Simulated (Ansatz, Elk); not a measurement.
# K3Al: X-ray structure factors from the self-consistent density

The structure of K3Al used here is made up (a known structure type with other elements) and was relaxed beforehand with PBE. The aim is the Fourier transform of its all-electron density, F(hkl), set beside the sum over free spherical atoms that refinements use.

Program: Elk 11.2.3 (patched build). Level of theory: DFT, PBE, all-electron APW+lo, Dirac cores, scalar-relativistic bands, static density, no spin. Results are calculated unless marked as measured.

The structure was built from a prototype and need not be the compound's stable phase.

### Step 1. The starting structure

It takes space group Pm-3m (No. 221, cubic). Conventional cell: a = 5.760 Å, b = 5.760 Å, c = 5.760 Å, α = 90.00°, β = 90.00°, γ = 90.00°. Nearest to K lie 8 K at 4.07 Å and 4 Al at 4.07 Å. Al has 12 K at 4.07 Å nearest. Farther neighbours are not listed.

### Step 2. Ground state and structure factors

An all-electron density is needed, since X-rays see the cores too. Task 0 finds the density and task 195 Fourier-transforms it; tshift is off so that phases refer to the origin typed.

Input file elk.in:

```
tasks
  0
  195

xctype
  20

spinpol
  .false.

rgkmax
  7.0

gmaxvr
  14.0

lmaxo
  7

lmaxapw
  8

swidth
  0.002

tshift
  .false.

ramdisk
  .false.

hmaxvr
  5.5

maxscl
  120

epspot
  1e-06

sppath
  './'

avec
  10.88501868160 0.00000000000 -0.00000000000
  -0.00000000000 10.88501868160 0.00000000000
  -0.00000000000 0.00000000000 10.88501868160

atoms
  2
  'K.in'
  3
  0.5000000000 0.5000000000 0.0000000000   0.000000 0.000000 0.000000
  -0.0000000000 0.5000000000 0.5000000000   0.000000 0.000000 0.000000
  0.5000000000 -0.0000000000 0.5000000000   0.000000 0.000000 0.000000
  'Al.in'
  1
  -0.0000000000 -0.0000000000 0.0000000000   0.000000 0.000000 0.000000

ngridk
  4 4 4
```

Run with:

```console
OMP_NUM_THREADS=4 elk
```

Numbers of over 12 decimals in the logs are rounded to 6 here.

What it wrote:

```text
┌─────────────────────────┐
│ Elk code version 11.2.3 │
└─────────────────────────┘

All units are atomic (Hartree, Bohr, etc.)

┌─────────────────────────────────────────────────┐
│ Ground-state run starting from atomic densities │
└─────────────────────────────────────────────────┘

Lattice vectors :
   10.88501868       0.000000000      -0.000000000
  -0.000000000       10.88501868       0.000000000
  -0.000000000       0.000000000       10.88501868

Reciprocal lattice vectors :
  0.5772323862       0.000000000       0.000000000
  -0.000000000      0.5772323862      -0.000000000
   0.000000000       0.000000000      0.5772323862

Unit cell volume      :    1289.696545
Brillouin zone volume :   0.1923322308

Muffin-tin inner radius fraction :   0.1000000000E-01

Nuclei treated as point charges

Species : 1 (K)
 parameters loaded from : K.in
 name : potassium
 nuclear charge    :   -19.00000000
 electronic charge :    19.00000000
 atomic mass :    71271.84090
 muffin-tin radius :    2.400000000
 number of radial points in muffin-tin :    993
 inner part over the whole radius :   0.9891652203E-02
 number on inner part of muffin-tin    :    697
 approximate nuclear radius :   0.6514746337E-04
 number of mesh points to nuclear radius :    319
 atomic positions (lattice), magnetic fields (Cartesian) :
  1 :   0.50000000  0.50000000  0.00000000    0.00000000  0.00000000  0.00000000
  2 :   0.00000000  0.50000000  0.50000000    0.00000000  0.00000000  0.00000000
  3 :   0.50000000  0.00000000  0.50000000    0.00000000  0.00000000  0.00000000

Species : 2 (Al)
 parameters loaded from : Al.in
 name : aluminium
 nuclear charge    :   -13.00000000
 electronic charge :    13.00000000
 atomic mass :    49184.33496
 muffin-tin radius :    2.200000000
 number of radial points in muffin-tin :    793
 inner part over the whole radius :   0.9821194981E-02
 number on inner part of muffin-tin    :    552
 approximate nuclear radius :   0.5839653600E-04
 number of mesh points to nuclear radius :    244
 atomic positions (lattice), magnetic fields (Cartesian) :
  1 :   0.00000000  0.00000000  0.00000000    0.00000000  0.00000000  0.00000000

Total number of atoms per unit cell :    4
Total muffin-tin volume :    218.3197455
 ratio of muffin-tin to unit cell volume :   0.1692799336

Spin treatment :
 spin-unpolarised

Number of Bravais lattice symmetries :   48
Number of crystal symmetries         :   48
Crystal has inversion symmetry
Real symmetric eigensolver will be used

k-point grid :      4     4     4
k-point offset :    0.000000000       0.000000000       0.000000000
k-point set is reduced with full crystal symmetry group
Total number of k-points :       10

Muffin-tin radius times maximum |G+k| :    7.000000000
 using average radius
Maximum |G+k| for APW functions       :    2.978723404
Maximum (1/2)|G+k|²                   :    4.436396560
Maximum |G| for potential and density :    14.00000000
Constant for pseudocharge density :    8
 order of it for each species :   15  15
 order of it for pair densities of each species (exact exchange by exxq0 0: 16) :   10   8
Radial integration step length :    1

G-vector grid sizes :     49    49    49
Number of G-vectors :    59813

Maximum angular momentum used for
 APW functions            :    8
 outer part of muffin-tin :    7
 inner part of muffin-tin :    2

Total nuclear charge    :   -70.00000000
Total core charge       :    34.00000000
Total valence charge    :    36.00000000
Total excess charge     :    0.000000000
Total electronic charge :    70.00000000

Effective Wigner radius, rₛ :    1.638451646

Number of empty states         :     16
Total number of valence states :     35
Total number of core states    :     34

Third-order local-orbitals added for an l without core states : T
Total number of local-orbitals :     34

Exchange-correlation functional :     20     0     0
 Perdew-Burke-Ernzerhof, Phys. Rev. Lett. 77, 3865 (1996)
 gradient requirement :    1
[...]
exchange                    :     -116.04287611196
 correlation                 :     -2.738475
 electron entropic           :    -0.82851394883763E-03
 total energy                :     -2050.0032532792

Density of states at Fermi energy :    56.03762687
 (states/Hartree/unit cell)

Estimated indirect band gap :   0.8251336427E-02
 from k-point 7 to k-point 8
Estimated direct band gap   :   0.1351782277E-01
 at k-point 8

Charges :
 core                        :    34.00000000
 valence                     :    36.00000000
 interstitial                :    6.228229681
 muffin-tins (core leakage)
  species : 1 (K)
   atom 1                    :    17.54680623     ( -0.1025608416E-06)
   atom 2                    :    17.54680623     ( -0.1025608416E-06)
[...]
species : 2 (Al)
[...]
total in muffin-tins        :    63.77177032
 total calculated charge     :    69.99954073
 total charge                :    70.00000000
 error                       :   0.4592705251E-03

RMS change in Kohn-Sham potential (target) :   0.4499545055     (  0.1000000000E-05)
Absolute change in total energy (target)   :   0.4754411659     (  0.1000000000E-03)

[... loops 3 to 13 left out ...]

┌──────────────────┐
│ Loop number : 14 │
└──────────────────┘

Energies :
 Fermi                       :     0.62897954110233E-01
 sum of occupied eigenvalues :     -1181.4503029761
 electron kinetic            :      2061.9751812757
 core electron kinetic       :      1894.8957085998
 Coulomb                     :     -3992.3315857888
 Coulomb potential           :     -3089.7892566721
 nuclear-nuclear             :     -260.78664435959
 electron-nuclear            :     -4377.3236634558
 Hartree                     :      645.77872202663
 Madelung                    :     -2447.4369574527
 xc potential                :     -153.63622757973
 exchange                    :     -116.05168350050
 correlation                 :     -2.744074
 electron entropic           :    -0.77221395735246E-03
 total energy                :     -2049.1529347070

Density of states at Fermi energy :    50.61291434
 (states/Hartree/unit cell)

Estimated indirect band gap :   0.7910788754E-02
 from k-point 7 to k-point 6
Estimated direct band gap   :   0.1501147396E-01
 at k-point 8

Charges :
 core                        :    34.00000000
 valence                     :    36.00000000
 interstitial                :    6.220832152
 muffin-tins (core leakage)
  species : 1 (K)
[...]
species : 2 (Al)
[...]
total in muffin-tins        :    63.77916785
 total calculated charge     :    69.99954702
 total charge                :    70.00000000
 error                       :   0.4529815603E-03

RMS change in Kohn-Sham potential (target) :   0.2754402489E-06 (  0.1000000000E-05)
Absolute change in total energy (target)   :   0.5303258604E-05 (  0.1000000000E-03)

Convergence targets achieved

┌──────────────────┐
│ Loop number : 15 │
└──────────────────┘

Energies :
 Fermi                       :     0.62897973081044E-01
 sum of occupied eigenvalues :     -1181.4503003173
 electron kinetic            :      2061.9751834216
 core electron kinetic       :      1894.8957102623
 Coulomb                     :     -3992.3315866659
 Coulomb potential           :     -3089.7892594038
 nuclear-nuclear             :     -260.78664435959
 electron-nuclear            :     -4377.3236624772
 Hartree                     :      645.77872017088
 Madelung                    :     -2447.4369569640
 xc potential                :     -153.63622433512
 exchange                    :     -116.05168343394
 correlation                 :     -2.744074
 electron entropic           :    -0.77221214002096E-03
 total energy                :     -2049.1529333802

Density of states at Fermi energy :    50.61275768
 (states/Hartree/unit cell)

Estimated indirect band gap :   0.7910859536E-02
 from k-point 7 to k-point 6
Estimated direct band gap   :   0.1501147359E-01
 at k-point 8

Charges :
 core                        :    34.00000000
 valence                     :    36.00000000
 interstitial                :    6.220832595
 muffin-tins (core leakage)
  species : 1 (K)
[...]
atom 2                    :    17.58271309     ( -0.1018049751E-06)
   atom 3                    :    17.58271309     ( -0.1018049751E-06)
  species : 2 (Al)
   atom 1                    :    11.03102812     (  0.4555711617E-03)
 total in muffin-tins        :    63.77916741
 total calculated charge     :    69.99954702
 total charge                :    70.00000000
 error                       :   0.4529815855E-03

┌──────────────────────────────┐
│ Self-consistent loop stopped │
└──────────────────────────────┘

Warning : core states of species 2 leak from the muffin-tin :   0.4555711617E-03

Wrote STATE.OUT
```

Wall time 12 s (4 threads of AMD EPYC 9B45 (Zen 5), shared host); peak memory 0.22 GiB; 23 s of CPU time.

SFACRHO.OUT:

```text

h k l indices transformed by vhmat matrix:
   1.000000000       0.000000000       0.000000000    
   0.000000000       1.000000000       0.000000000    
   0.000000000       0.000000000       1.000000000    

      h      k      l  multipl.   |H|            Re(F)            Im(F)           |F|

      0      0      0      1   0.0000000       70.000000      0.48980736E-15   70.000000    
      1      0      0      6  0.57723239      -5.3367469      0.34202875E-14   5.3367469    
      0     -1     -1     12  0.81632987      -5.3711968     -0.20033710E-15   5.3711968    
     -1     -1     -1      8  0.99979582       55.647400      0.95676558E-14   55.647400    
      0      2      0      6   1.1544648       53.120133     -0.70986233E-14   53.120133    
     -1     -2      0     24   1.2907309      -4.7395191     -0.31582684E-14   4.7395191    
      1     -1     -2     24   1.4139248      -4.4644873     -0.63992227E-14   4.4644873    
      0     -2      2     12   1.6326597       45.736641      0.26347953E-15   45.736641    
     -1      2     -2     24   1.7316972      -3.6868748     -0.30943485E-14   3.6868748    
     -3      0      0      6   1.7316972      -3.7142271     -0.86204629E-14   3.7142271    
      0     -1      3     24   1.8253691      -3.4800406      0.98047950E-14   3.4800406    
     -3      1      1     24   1.9144632       41.865610     -0.68790230E-14   41.865610    
     -2     -2      2      8   1.9995916       40.794717      0.61293689E-14   40.794717    
      3      0     -2     24   2.0812410      -2.9890913      0.77287655E-14   2.9890913    
     -1     -2      3     48   2.1598058      -2.8563085     -0.78190947E-15   2.8563085    
      0      0      4      6   2.3089295       37.274767     -0.10294790E-13   37.274767    
     -1      0      4     24   2.3799901      -2.5627816     -0.23342205E-14   2.5627816    
     -3     -2      2     24   2.3799901      -2.5619490     -0.68876529E-14   2.5619490
```

Elk indexes on the primitive cell of elk.in and gives |H| = 4π sin θ/λ in inverse bohr. Below, one row stands for each form hkl of the conventional cell (m members, Friedel mates merged), F is for one primitive cell and the density is static (no thermal factor). Free-atom factors are Waasmaier and Kirfel's, and R is Σm||F|−|F'||/Σm|F|.

```csv
hkl,m,sin θ/λ (Å⁻¹),"abs F, DFT",neutral atoms,diff.
100,6,0.087,5.337,5.559,-0.223
110,12,0.123,5.371,5.391,-0.020
111,8,0.150,55.647,55.754,-0.106
200,6,0.174,53.120,53.187,-0.067
210,24,0.194,4.739,4.652,+0.088
211,24,0.213,4.465,4.378,+0.086
220,12,0.245,45.737,45.700,+0.037
221,24,0.260,3.687,3.649,+0.038
300,6,0.260,3.714,3.649,+0.066
310,24,0.275,3.480,3.445,+0.035
311,24,0.288,41.866,41.826,+0.040
222,8,0.301,40.795,40.751,+0.044
320,24,0.313,2.989,2.954,+0.035
321,48,0.325,2.856,2.826,+0.030
400,6,0.347,37.275,37.233,+0.042
410,24,0.358,2.563,2.531,+0.032
322,24,0.358,2.562,2.531,+0.031
411,24,0.368,2.489,2.458,+0.030
330,12,0.368,2.492,2.458,+0.034
331,24,0.378,35.249,35.206,+0.043
420,24,0.388,34.660,34.618,+0.042
421,48,0.398,2.335,2.301,+0.034
```

### Step 3. The highest occupied states alone

An energy window below the Fermi level keeps the highest occupied states, to see at which angles they scatter; shallow core shells can lie inside it and anion s states outside. No new self-consistency is needed.

Edit elk.in of step 2 so:

```diff
@@ -1,3 +1,2 @@
 tasks
-  0
   195
@@ -40,2 +39,5 @@
 
+wsfac
+  -0.488340 0.362900
+
 sppath
```

Run with:

```console
OMP_NUM_THREADS=4 elk
```

What it wrote:

```text
┌─────────────────────────────────┐
│ Elk code version 11.2.3 started │
└─────────────────────────────────┘

Info(readinput): the functional depends on the density's gradient
 muffin-tin radial points multiplied by    2.00000
 (not where nrmtscf is given)

┌────────────────────┐
│ Current task : 195 │
└────────────────────┘

Info(sfacrho): density structure factors written to SFACRHO.OUT

 Energy window :  -0.4883400000      0.3629000000

┌──────────────────┐
│ Elk code stopped │
└──────────────────┘
```

Run time: 6.3 s. Hardware: 4 threads; peak memory 0.19 GiB; 6.8 s of CPU time.

States within 15 eV below the Fermi level hold 6.00 electrons; any levels below the window count with the cores. Their amplitudes can exceed the total, where window and core parts have opposite phase:

```csv
hkl,sin θ/λ (Å⁻¹),"abs F, window","abs F, all"
100,0.087,1.841,5.337
110,0.123,1.079,5.371
111,0.150,0.481,55.647
200,0.174,0.271,53.120
210,0.194,0.130,4.739
211,0.213,0.029,4.465
220,0.245,0.054,45.737
221,0.260,0.093,3.687
300,0.260,0.098,3.714
310,0.275,0.108,3.480
```

### Step 4. Another functional

The difference from free atoms is small, so it is set against the change that LDA (Perdew-Wang) makes.

Edit elk.in of step 3 so:

```diff
@@ -1,2 +1,3 @@
 tasks
+  0
   195
@@ -4,3 +5,3 @@
 xctype
-  20
+  3
 
@@ -39,5 +40,2 @@
 
-wsfac
-  -0.488340 0.362900
-
 sppath
```

Run with:

```console
OMP_NUM_THREADS=4 elk
```

What it wrote:

```text
┌─────────────────────────┐
│ Elk code version 11.2.3 │
└─────────────────────────┘

All units are atomic (Hartree, Bohr, etc.)

┌─────────────────────────────────────────────────┐
│ Ground-state run starting from atomic densities │
└─────────────────────────────────────────────────┘

Lattice vectors :
   10.88501868       0.000000000      -0.000000000
  -0.000000000       10.88501868       0.000000000
  -0.000000000       0.000000000       10.88501868

Reciprocal lattice vectors :
  0.5772323862       0.000000000       0.000000000
[...]
muffin-tins (core leakage)
  species : 1 (K)
[...]
atom 3                    :    17.57050567     ( -0.3353699933E-05)
  species : 2 (Al)
   atom 1                    :    11.04437436     (  0.4802280655E-03)
 total in muffin-tins        :    63.75589137
 total calculated charge     :    69.99953284
 total charge                :    70.00000000
 error                       :   0.4671607709E-03

┌──────────────────────────────┐
│ Self-consistent loop stopped │
└──────────────────────────────┘

Warning : core states of species 2 leak from the muffin-tin :   0.4802280655E-03

Wrote STATE.OUT
[key lines of the parts left out:]
total energy                :     -2043.6813597629
```

The job ended after 8.1 s (4 threads; peak memory 0.21 GiB; 16 s of CPU time).

Against the first run R = 0.13 %; the largest change is -0.040 at 220.

### Step 5. A coarser k-mesh

About half the k-points along each axis test the sampling.

Edit elk.in of step 4 so:

```diff
@@ -5,3 +5,3 @@
 xctype
-  3
+  20
 
@@ -60,2 +60,2 @@
 ngridk
-  4 4 4
+  2 2 2
```

Run with:

```console
OMP_NUM_THREADS=4 elk
```

What it wrote:

```text
┌─────────────────────────┐
│ Elk code version 11.2.3 │
└─────────────────────────┘

All units are atomic (Hartree, Bohr, etc.)

┌─────────────────────────────────────────────────┐
│ Ground-state run starting from atomic densities │
└─────────────────────────────────────────────────┘

Lattice vectors :
   10.88501868       0.000000000      -0.000000000
  -0.000000000       10.88501868       0.000000000
  -0.000000000       0.000000000       10.88501868

Reciprocal lattice vectors :
  0.5772323862       0.000000000       0.000000000
[...]
muffin-tins (core leakage)
  species : 1 (K)
[...]
atom 3                    :    17.58244621     ( -0.1017212199E-06)
  species : 2 (Al)
   atom 1                    :    11.02648766     (  0.4552054045E-03)
 total in muffin-tins        :    63.77382629
 total calculated charge     :    69.99952763
 total charge                :    70.00000000
 error                       :   0.4723731288E-03

┌──────────────────────────────┐
│ Self-consistent loop stopped │
└──────────────────────────────┘

Warning : core states of species 2 leak from the muffin-tin :   0.4552054045E-03

Wrote STATE.OUT
[key lines of the parts left out:]
total energy                :     -2049.1478811256
```

Elapsed: 10 s, on 4 threads; peak memory 0.22 GiB.

Against the first run R = 0.02 %; the largest change is +0.136 at 100.

### Step 6. Basis size

The basis and the expansions that go with it are enlarged, to see whether the differences are converged.

Edit elk.in of step 5 so:

```diff
@@ -11,12 +11,12 @@
 rgkmax
-  7.0
+  8.5
 
 gmaxvr
-  14.0
+  18.0
 
 lmaxo
-  7
+  9
 
 lmaxapw
-  8
+  10
 
@@ -60,2 +60,2 @@
 ngridk
-  2 2 2
+  4 4 4
```

Run with:

```console
OMP_NUM_THREADS=4 elk
```

What it wrote:

```text
┌─────────────────────────┐
│ Elk code version 11.2.3 │
└─────────────────────────┘

All units are atomic (Hartree, Bohr, etc.)

┌─────────────────────────────────────────────────┐
│ Ground-state run starting from atomic densities │
└─────────────────────────────────────────────────┘

Lattice vectors :
   10.88501868       0.000000000      -0.000000000
  -0.000000000       10.88501868       0.000000000
  -0.000000000       0.000000000       10.88501868

Reciprocal lattice vectors :
  0.5772323862       0.000000000       0.000000000
[...]
muffin-tins (core leakage)
  species : 1 (K)
[...]
atom 3                    :    17.58544904     ( -0.1017867266E-06)
  species : 2 (Al)
   atom 1                    :    11.03092466     (  0.4554049430E-03)
 total in muffin-tins        :    63.78727176
 total calculated charge     :    69.99954713
 total charge                :    70.00000000
 error                       :   0.4528659735E-03

┌──────────────────────────────┐
│ Self-consistent loop stopped │
└──────────────────────────────┘

Warning : core states of species 2 leak from the muffin-tin :   0.4554049430E-03

Wrote STATE.OUT
[key lines of the parts left out:]
total energy                :     -2049.1585098389
```

The job ended after 31 s (4 threads; peak memory 0.57 GiB; 61 s of CPU time).

Against the first run R = 0.01 %; the largest change is -0.004 at 333.

### Step 7. Settings against the effect

```csv
run,R against the first run (%),"R against neutral atoms, low angle (%)",wall time
"PBE, rgkmax 7",0.00,0.37,12 s
LDA (Perdew-Wang),0.13,0.28,8.1 s
k-mesh 2×2×2,0.02,0.40,10 s
rgkmax 8.5 with larger expansions,0.01,0.38,31 s
```

### Step 8. Outcome

```
R against neutral atoms, sin θ/λ < 0.3 Å⁻¹ : 0.37 %
R against neutral atoms, 0.3 to 0.82 Å⁻¹   : 0.23 %
```

**Reading.** Independent neutral atoms miss the calculated amplitudes by R = 0.37 % below 0.3 Å⁻¹ and 0.23 % from there to 0.82 Å⁻¹; by shells, 1.64 % below 0.15 Å⁻¹ (2 forms), 0.33 % 0.15 to 0.3 (9 forms), 0.35 % 0.3 to 0.45 (17 forms), 0.21 % above 0.45 (99 forms). Bonding, aspherical density and the tables' own atoms all enter these figures, and the runs don't part them. The largest change of an amplitude is -0.22 electrons, at 100. The window's part falls from 6.0 electrons at the origin to at most 0.06 between 0.45 and 0.82 Å⁻¹. Below 0.3 Å⁻¹ the changes that finished (LDA (Perdew-Wang), k-mesh 2×2×2 and rgkmax 8.5 with larger expansions) move F by R = 0.12 % at most, against the 0.37 % that separates it from free atoms. A single amplitude moves by up to 0.14 electrons, against 0.22 for the largest difference from free atoms. Part of the difference isn't bonding: the tables are fits to free atoms and ions calculated by other methods than this functional. Thermal motion, anomalous dispersion and extinction are left out.

[Logs are printed without paths, hosts, clocks, repeated set-up lines and the standing remarks that a program may print on its own settings, such as how far it seeks lower states.]

[Hosts, paths, dates, database ids (printed as entryN), source tags and the programs' standing remarks are cut or masked in the printed files.]
